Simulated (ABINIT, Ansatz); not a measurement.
**Li2H6Pt (Fm-3m): changed settings of a GW run in ABINIT**

What do changed inputs do to GW on Li2H6Pt (Fm-3m)?

Calculated with ABINIT 10.8.3; LDA and many-body steps on it, plane waves.

Most raw output is cut from this account.

**1. Set-up**

It takes space group Fm-3m (No. 225, cubic). The conventional cell has a = 6.650 Å, b = 6.650 Å, c = 6.650 Å, α = 90.00°, β = 90.00°, γ = 90.00°. Nearest to Li lie 12 H at 2.35 Å. H has 1 Pt at 1.63 Å nearest. Nearest to Pt lie 6 H at 1.63 Å. Farther neighbours are not listed.

The cell and positions are those that the Materials Project relaxed with its own functionals (PBE, PBE+U or r2SCAN), kept fixed. Spin-orbit coupling is left out unless a step names it.

**2. Screening, 4×4×4 mesh, 63 bands, screening to 114.3 eV**

This step: ABINIT 10.8.3; RPA screening on LDA, plane waves, norm-conserving pseudopotentials.

The RPA dielectric matrix is built and inverted for each q.

File run.abi:

```
acell 3*1.0 Angstrom
rprim 
  -0.000000000000 3.324927160000 3.324927160000
  3.324927160000 0.000000000000 3.324927160000
  3.324927160000 3.324927160000 0.000000000000
ntypat 3
znucl 3 1 78
natom 9
typat 1 1 2 2 2 2 2 2 3
xred 
  0.750000000000 0.750000000000 0.750000000000
  0.250000000000 0.250000000000 0.250000000000
  0.754787880000 0.754787880000 0.245212120000
  0.245212120000 0.754787880000 0.245212120000
  0.754787880000 0.245212120000 0.245212120000
  0.245212120000 0.245212120000 0.754787880000
  0.754787880000 0.245212120000 0.754787880000
  0.245212120000 0.754787880000 0.754787880000
  0.000000000000 0.000000000000 0.000000000000
pp_dirpath "pseudos"
pseudos "Li.upf, H.upf, Pt.upf"
ecut 34
ngkpt 4 4 4
nshiftk 1
shiftk 0 0 0
kptopt 1
chksymbreak 0
istwfk *1
occopt 1
irdwfk 1
optdriver 3
nband 63
ecuteps 4.2
inclvkb 2
awtr 1
symchi 1
indata_prefix "in"
outdata_prefix "out"
tmpdata_prefix "tmp"
```

Started as:

```sh
> OMP_NUM_THREADS=1 mpirun -n 4 abinit run.abi > log
```

The job ended after 22 s (4 MPI ranks of Arm Neoverse V1, shared host; peak memory 1 GiB; 87 s of CPU time).

Numbers from this step:

```
ε∞ with local fields, on this mesh, along the program's q direction : 4.223
the same without local fields                                       : 5.156
plasma frequency                                                    : 23.72 eV
plane waves in the screening matrix                                 : 181
```

Local fields lower ε∞ by 18 %.

**3. Base**

The self-energy is evaluated for the states that the input lists, and the levels follow from it, in one-shot runs by the linearised quasiparticle equation.

This step: G0W0 on LDA, plane waves, norm-conserving pseudopotentials.

run.abi, as its differences from that of step 2:

```diff
@@ -30,8 +30,19 @@
 irdwfk 1
-optdriver 3
+optdriver 4
 nband 63
+gwcalctyp 0
+ecutsigx 34
+symsigma 1
+nkptgw 3
+kptgw 
+  -0.2500000000 0.2500000000 0.0000000000
+  0.5000000000 0.5000000000 0.0000000000
+  0.0000000000 0.0000000000 0.0000000000
+bdgw 
+  14 17
+  14 17
+  13 19
 ecuteps 4.2
-inclvkb 2
-awtr 1
-symchi 1
+irdscr 1
+ppmodel 1
 indata_prefix "in"
```

Run time: 11 s. Hardware: 4 MPI ranks; peak memory 0.92 GiB; 43 s of CPU time.

Numbers from this step:

* G0W0 gap on the points computed: 4.751 eV
* starting gap on the mesh: 2.757 eV
* k of the valence top: -0.25, 0.25, 0
* k of the conduction bottom: 0.5, 0.5, 0
* Z at the valence top: 0.812
* Z at the conduction bottom: 0.827
* least direct G0W0 gap on the computed points: 6.486 eV

The gap on the mesh goes from 2.76 eV to 4.75 eV, a correction of +1.99 eV.

**4. No symmetry in the self-energy**

run.abi, as its differences from that of step 3:

```diff
@@ -34,3 +34,3 @@
 ecutsigx 34
-symsigma 1
+symsigma 0
 nkptgw 3
```

It took 39 s on 4 MPI ranks; peak memory 0.99 GiB.

This step gave:

* G0W0 gap on the points computed: 4.751 eV
* starting gap on the mesh: 2.757 eV
* k of the valence top: -0.25, 0.25, 0
* k of the conduction bottom: 0.5, 0.5, 0
* Z at the valence top: 0.812
* Z at the conduction bottom: 0.827
* least direct G0W0 gap on the computed points: 6.486 eV

Against G0W0 in ABINIT (4×4×4 mesh, 63 bands, screening to 114.3 eV, Godby-Needs plasmon pole), the gap moves by +0.000 eV.

**5. Contour deformation on a plasmon-pole file**

run.abi, as its differences from that of step 4:

```diff
@@ -32,5 +32,5 @@
 nband 63
-gwcalctyp 0
+gwcalctyp 2
 ecutsigx 34
-symsigma 0
+symsigma 1
 nkptgw 3
@@ -46,3 +46,2 @@
 irdscr 1
-ppmodel 1
 indata_prefix "in"
```

Run time: 4.8 s. Hardware: 4 MPI ranks; peak memory 0.86 GiB.

The run stopped with an error after 4.8 s.

The fault put into this input: contour deformation on a plasmon-pole file.

**6. Side by side**

Times are wall times on 4 MPI ranks of Arm Neoverse V1, shared host, good to a factor of about two. A run's time includes the screening step that it read.

```csv
run,mesh,bands,screening cutoff (eV),DFT gap (eV),gap on the mesh (eV),direct (eV),ε∞ used,time
base,4×4×4,63,114.3,2.757,4.751,6.486,4.22,33 s
no symmetry in the self-energy,4×4×4,63,114.3,2.757,4.751,6.486,4.22,61 s
```

**7. Summary of results**

```yaml
base: 4.751 eV
no_symmetry_in_the_self_energy: 4.751 eV
known_limits: not at the basis limit; no spin polarisation; d states lean on the start; no spin-orbit coupling
```

**Reading.** No symmetry in the self-energy: no change against base (keys changed: symsigma). Bands and cutoff are finite, so the gap is not at the basis limit. The miss can reach some tenths of an eV and take either sign; the mesh is an error of its own. In the G0W0 runs levels were corrected at 3 k points alone, so a gap called «on the mesh» is the least over those, and an edge elsewhere would be missed. A denser mesh or path gives a starting gap of 2.58 eV: the GW mesh misses a band edge, so its gaps are not the fundamental one. The runs have no spin polarisation. For a closed low-spin shell that is the natural state; where a d or f shell is open it is a constraint, and the gap is then not the crystal's own. With d states at the gap, one-shot GW leans hard on its start. The many-body steps are scalar-relativistic: spin-orbit coupling is not in them.

[Paths, hosts, dates, memory and timing lines, banners, echoed tables and standing remarks are left out of the program output.]

[Logs are printed without paths, hosts, clocks, repeated set-up lines and the standing remarks that a program may print on its own settings, such as how far it seeks lower states.]

[Runs of the session that timed out or met a known fault of the program may be left out.]

[Hosts, paths, dates, database ids (printed as entryN), source tags and the programs' standing remarks are cut or masked in the printed files.]

[G0W0 gaps are taken among the corrected bands and points alone; a level outside them can change the order at an edge.]

[Where Ansatz stands beside ABINIT at settings called matched, ABINIT's density can come from a denser mesh and the files from another edition; pairs whose starting gaps differed by over 0.03 eV were left out, so agreement reads better than it is.]
